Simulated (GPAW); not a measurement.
# Si K ELNES/XANES of Si2W (I4/mmm) from DFT

How does the Si K edge of Si2W (I4/mmm) move when the bonds are compressed or stretched?

Main program and level: GPAW 26.7.0; X-ray absorption from dipole matrix elements to empty bands, plane-wave PAW RPBE, without spin-orbit coupling.

## 1. Starting point

It takes space group I4/mmm (No. 139, tetragonal). The conventional cell has a = 3.214 Å, b = 3.214 Å, c = 7.830 Å, α = 90.00°, β = 90.00°, γ = 90.00°. Nearest to W lie 10 Si at 2.62 Å. Si has 5 Si at 2.59 to 2.63 Å and 5 W at 2.62 Å nearest. Farther neighbours are not listed.

## 2. Ground state of the crystal

The ground state comes first: it tells whether the system has a gap, which decides how the excited electron is treated.

Input file scf.py:

```python
import numpy as np
from ase import Atoms
from ase.parallel import parprint, paropen
from gpaw import GPAW, PW, FermiDirac, Mixer, MixerDif, setup_paths
from gpaw.test import gen
setup_paths.insert(0, '.')
gen('Si', name='nch1s', xcname='RPBE', corehole=(1, 0, 0), write_xml=True)
from gpaw.mpi import world
world.barrier()

atoms = Atoms('WSi2',
    cell=[[-1.6069, 1.6069, 3.91495],
     [1.6069, -1.6069, 3.91495],
     [1.6069, 1.6069, -3.91495]],
    scaled_positions=[[0, 0, 0],
     [0.6653, 0.6653, 0],
     [0.3347, 0.3347, 0]],
    pbc=True)
atoms.calc = calc = GPAW(legacy_gpaw=True, mode=PW(430, force_complex_dtype=True), xc='RPBE', setups={1: 'nch1s'},
    kpts={'size': (11, 11, 11), 'gamma': True}, occupations=FermiDirac(0.05),
    charge=0, mixer=Mixer(0.1, 5, 50), maxiter=150,
    convergence={'density': 0.0001, 'eigenstates': 1e-6}, txt='scf.txt')
energy = atoms.get_potential_energy() + calc.get_reference_energy()
ef = calc.get_fermi_level()
out = dict(energy=energy, fermi=ef, forces=atoms.get_forces().tolist())
parprint(f'all-electron energy {energy:.4f} eV, Fermi level {ef:.4f} eV')
ev = np.array([[calc.get_eigenvalues(k, s) for k in range(len(calc.get_ibz_k_points()))] for s in range(calc.get_number_of_spins())])
out['homo'], out['lumo'], out['counts'] = ev[ev < ef].max(), ev[ev > ef].min(), sorted(set((ev < ef).sum((0, 2)).tolist()))
out['filled'] = (ev[:, 0] < ef).sum(1).tolist()
import json
with paropen('out.json', 'w') as f:
    json.dump(out, f)
```

On the command line:

```sh
$ OMP_NUM_THREADS=1 mpirun -n 4 gpaw python scf.py
```

Numbers of over 12 decimals in the logs are rounded to 6 here.

The program printed:

```text
Input parameters:
  convergence: {density: 0.0001,
                eigenstates: 1e-06}
  kpts: {gamma: True,
         size: (11, 11, 11)}
  maxiter: 150
  mixer: {backend: pulay,
          beta: 0.1,
          method: separate,
          nmaxold: 5,
          weight: 50}
  mode: {ecut: 430.0,
         force_complex_dtype: True,
         name: pw}
  occupations: {fixmagmom: False,
                name: fermi-dirac,
                width: 0.05}
  setups: {1: nch1s}
  xc: RPBE

Initialize ...

[... PAW data sets ...]

Reference energy: -454564.386977  # eV

Spin-paired calculation

[... convergence settings ...]
Symmetries present (total): 8
  [... symmetry matrices ...]

1331 k-points: 11 x 11 x 11 Monkhorst-Pack grid
126 k-points in the irreducible part of the Brillouin zone
       k-points in crystal coordinates                weights
   0:     0.00000000    0.00000000    0.00000000          1/1331
   1:     0.09090909   -0.09090909    0.00000000          4/1331
   2:     0.09090909   -0.09090909    0.09090909          4/1331
   3:     0.09090909    0.00000000    0.00000000          8/1331
   4:     0.09090909    0.09090909   -0.09090909          2/1331
   5:     0.18181818   -0.18181818    0.00000000          4/1331
   6:     0.18181818   -0.18181818    0.09090909          8/1331
   7:     0.18181818   -0.18181818    0.18181818          4/1331
   8:     0.18181818   -0.09090909    0.00000000         16/1331
   9:     0.18181818   -0.09090909    0.09090909          8/1331
          ...
 125:     0.45454545    0.45454545    0.45454545          8/1331

Wave functions: Plane wave expansion
  Cutoff energy: 430.000 eV
  Number of coefficients (min, max): 806, 849
  Pulay-stress correction: 0.000000 eV/Ang^3 (de/decut=0.000000)
  Using FFTW library
  Wavefunction extrapolation:
    Improved wavefunction reuse through dual PAW basis

Occupation numbers: Fermi-Dirac:
  width: 0.0500  # eV

Eigensolver
   Davidson(niter=2)

Densities:
  Coarse grid: 24*24*24 grid
  Fine grid: 48*48*48 grid
  Total Charge: 0.000000

Density mixing:
  Method: separate
  Backend: pulay
  Linear mixing parameter: 0.1
  old densities: 5
  Width of damping distribution: 1.1
  Damping of long wavelength oscillations: 50

[... Hamiltonian set-up ...]
Number of atoms: 3
Number of atomic orbitals: 21
Number of bands in calculation: 18
Number of valence electrons: 22
Bands to converge: occupied

... initialized

Initializing position-dependent things.

Density initialized from atomic densities
Creating initial wave functions:
  18 bands from LCAO basis set

       Si

       Si

       W

Atomic positions and initial magnetic moments

Positions:
   0 W      0.000000    0.000000    0.000000    ( 0.0000,  0.0000,  0.0000)
   1 Si    -0.000000    0.000000    5.209232    ( 0.0000,  0.0000,  0.0000)
   2 Si     0.000000   -0.000000    2.620668    ( 0.0000,  0.0000,  0.0000)

Unit cell:
           periodic     x           y           z      points  spacing
  1. axis:    yes   -1.606900    1.606900    3.914950    24     0.1239
  2. axis:    yes    1.606900   -1.606900    3.914950    24     0.1239
  3. axis:    yes    1.606900    1.606900   -3.914950    24     0.0947

  Lengths:   4.526708   4.526708   4.526708
  Angles:  138.415317 138.415317  60.267513

Effective grid spacing dv^(1/3) = 0.1430

iter:   1   -22.092673
iter:   2   -22.120286   -1.38  -1.19
iter:   3   -22.288702   -1.33  -1.23
iter:   4   -22.282605   -3.08  -1.63
iter:   5   -22.211516   -3.04  -1.63
iter:   6   -22.127156   -2.35  -1.75
iter:   7   -22.113126   -2.81  -2.19
iter:   8   -22.112839   -4.06  -2.79
iter:   9   -22.112463c  -4.49  -2.92
iter:  10   -22.112393c  -4.83  -3.28
iter:  11   -22.112393c  -6.35c -3.91
iter:  12   -22.112395c  -6.55c -3.96
iter:  13   -22.112393c  -6.52c -4.06c

Converged after 13 iterations.

Dipole moment: (-0.000000, -0.000000, 0.000000) |e|*Ang

Energy contributions relative to reference atoms: (reference = -454564.386977)

Kinetic:        +21.784809
Potential:      -17.773188
External:        +0.000000
XC:             -26.058037
Entropy (-ST):   -0.002839
Local:           -0.064558
SIC:             +0.000000
--------------------------
Free energy:    -22.113812
Extrapolated:   -22.112393

Showing only first 2 kpts
 Kpt  Band  Eigenvalues  Occupancy
  0     9      9.95003    2.00000
  0    10     13.41059    0.00001
  0    11     15.58145    0.00000
  0    12     15.85619    0.00000

  1     9     10.65421    2.00000
  1    10     12.21211    1.99999
  1    11     15.27947    0.00000
  1    12     16.05119    0.00000

Fermi level: 12.80488

No gap
No difference between direct/indirect transitions

Forces in eV/Ang:
  0 W     0.00000    0.00000    0.00000
  1 Si    0.00000    0.00000    0.12650
  2 Si    0.00000    0.00000   -0.12650
Scalar-relativistic atomic RPBE calculation for Si (Silicon, Z=14)
Core hole in 1s state (1s occupation: 2.0)
450 radial gridpoints.
|------------------------------------------------|
|------------------------------------------------|
[... the atom generator's iteration count ...]

Energy contributions:
-------------------------
Kinetic:     +290.631335
XC:           -20.777946
Potential:   -559.795976
-------------------------
Total:       -289.942588

state      eigenvalue         ekin         rmax
-----------------------------------------------
1s^2.0 :   -65.644806    92.871797        0.073
2s^2.0 :    -5.132908    13.154040        0.454
2p^6.0 :    -3.511193    12.248254        0.388
3s^2.0 :    -0.396649     1.551073        1.799
3p^2.0 :    -0.149766     0.993995        2.161
-----------------------------------------------
(units: Bohr and Hartree)

Generating PAW setup
Kinetic energy of the core from tauc = 286.158727
Cutoffs:
rc(s)=2.000
rc(p)=2.000
rc(d)=2.000
rc(vbar)=1.800
rc(comp)=2.000
rc(nct)=2.000

Kinetic energy of the core states: 285.541200
Charge: 0.0
Core electrons: 10.0
Valence electrons: 4.0
Pseudo-core charge: 0.179490
Shape function alpha=2.500
Pseudo-electron charge 4.405549
state    eigenvalue         norm
--------------------------------
3s(2) :    -0.396649     1.106964
*s    :     0.603351
3p(2) :    -0.149766     1.006065
*p    :     0.850234
*d    :     0.000000
--------------------------------

Diagonalizing with gridspacing h=0.050

state   all-electron     PAW
-------------------------------
3s:      -0.396649    -0.396798
3p:      -0.149766    -0.149896
*d:                    0.029708
*f:                    0.067188
-------------------------------
all-electron energy -454586.4994 eV, Fermi level 12.8049 eV
```

Run time: 15 s. Hardware: 4 MPI ranks of Intel Xeon Platinum 8488C (Sapphire Rapids), shared host; peak memory 0.2 GiB; 60 s of CPU time.

The mesh shows no gap, so the system is treated as a metal and the core electron is put at the Fermi level (neutral cell).

## 3. Reference energy of the supercell

The photon energy needs a difference of total energies, so the cell and mesh of the coming hole run are first run without a hole.

Edit scf.py of step 2 so:

```diff
@@ -10,12 +10,24 @@
 
-atoms = Atoms('WSi2',
-    cell=[[-1.6069, 1.6069, 3.91495],
-     [1.6069, -1.6069, 3.91495],
-     [1.6069, 1.6069, -3.91495]],
+atoms = Atoms('W5Si10',
+    cell=[[1.6069, 4.8207, -3.91495],
+     [4.8207, -1.6069, -3.91495],
+     [-1.6069, -4.8207, -3.91495]],
     scaled_positions=[[0, 0, 0],
-     [0.6653, 0.6653, 0],
-     [0.3347, 0.3347, 0]],
+     [0.2, 0.4, 0.4],
+     [0.6, 0.2, 0.2],
+     [0.4, 0.8, 0.8],
+     [0.8, 0.6, 0.6],
+     [0.3347, 0, 0.3347],
+     [0.5347, 0.4, 0.7347],
+     [0.9347, 0.2, 0.5347],
+     [0.7347, 0.8, 0.1347],
+     [0.1347, 0.6, 0.9347],
+     [0.6653, 0, 0.6653],
+     [0.8653, 0.4, 0.0653],
+     [0.2653, 0.2, 0.8653],
+     [0.0653, 0.8, 0.4653],
+     [0.4653, 0.6, 0.2653]],
     pbc=True)
-atoms.calc = calc = GPAW(legacy_gpaw=True, mode=PW(430, force_complex_dtype=True), xc='RPBE', setups={1: 'nch1s'},
-    kpts={'size': (11, 11, 11), 'gamma': True}, occupations=FermiDirac(0.05),
+atoms.calc = calc = GPAW(legacy_gpaw=True, mode=PW(430, force_complex_dtype=True), xc='RPBE', setups={5: 'nch1s'},
+    kpts={'size': (5, 5, 5), 'gamma': True}, occupations=FermiDirac(0.1),
     charge=0, mixer=Mixer(0.1, 5, 50), maxiter=150,
```

The program printed:

```text
Input parameters:
  convergence: {density: 0.0001,
                eigenstates: 1e-06}
  kpts: {gamma: True,
         size: (5, 5, 5)}
  maxiter: 150
  mixer: {backend: pulay,
          beta: 0.1,
          method: separate,
          nmaxold: 5,
          weight: 50}
  mode: {ecut: 430.0,
         force_complex_dtype: True,
         name: pw}
  occupations: {fixmagmom: False,
                name: fermi-dirac,
[...]
3s(2) :    -0.396649     1.106964
*s    :     0.603351
3p(2) :    -0.149766     1.006065
*p    :     0.850234
*d    :     0.000000
--------------------------------

Diagonalizing with gridspacing h=0.050

state   all-electron     PAW
-------------------------------
3s:      -0.396649    -0.396798
3p:      -0.149766    -0.149896
*d:                    0.029708
*f:                    0.067188
-------------------------------
all-electron energy -2272932.4898 eV, Fermi level 12.8294 eV
[key lines of the parts left out:]
Converged after 20 iterations.
Dipole moment: (0.000000, 0.000000, -0.000000) |e|*Ang
Free energy:   -110.584135
Fermi level: 12.82936
```

It took 45 s on 4 MPI ranks; peak memory 0.31 GiB; 3 min of CPU time.

Reference energy: -2272932.490 eV with the cores included.

[end of part 1 of 3]

[Banner, clock and machine lines of the logs are left out without a mark of their own.]

[Logs are printed without paths, hosts, clocks, repeated set-up lines and the standing remarks that a program may print on its own settings, such as how far it seeks lower states.]

[Hosts, paths, dates, database ids (printed as entryN), source tags and the programs' standing remarks are cut or masked in the printed files.]

[Lists of maxima count a maximum above −3 eV only where it reaches 4 % of the highest in the window and stands out from its surroundings by 2 % of it (1.5 % where it reaches 55 %); shoulders and weaker maxima are passed over, and of the rest the first, up to two pre-edge ones and the few strongest are named.]
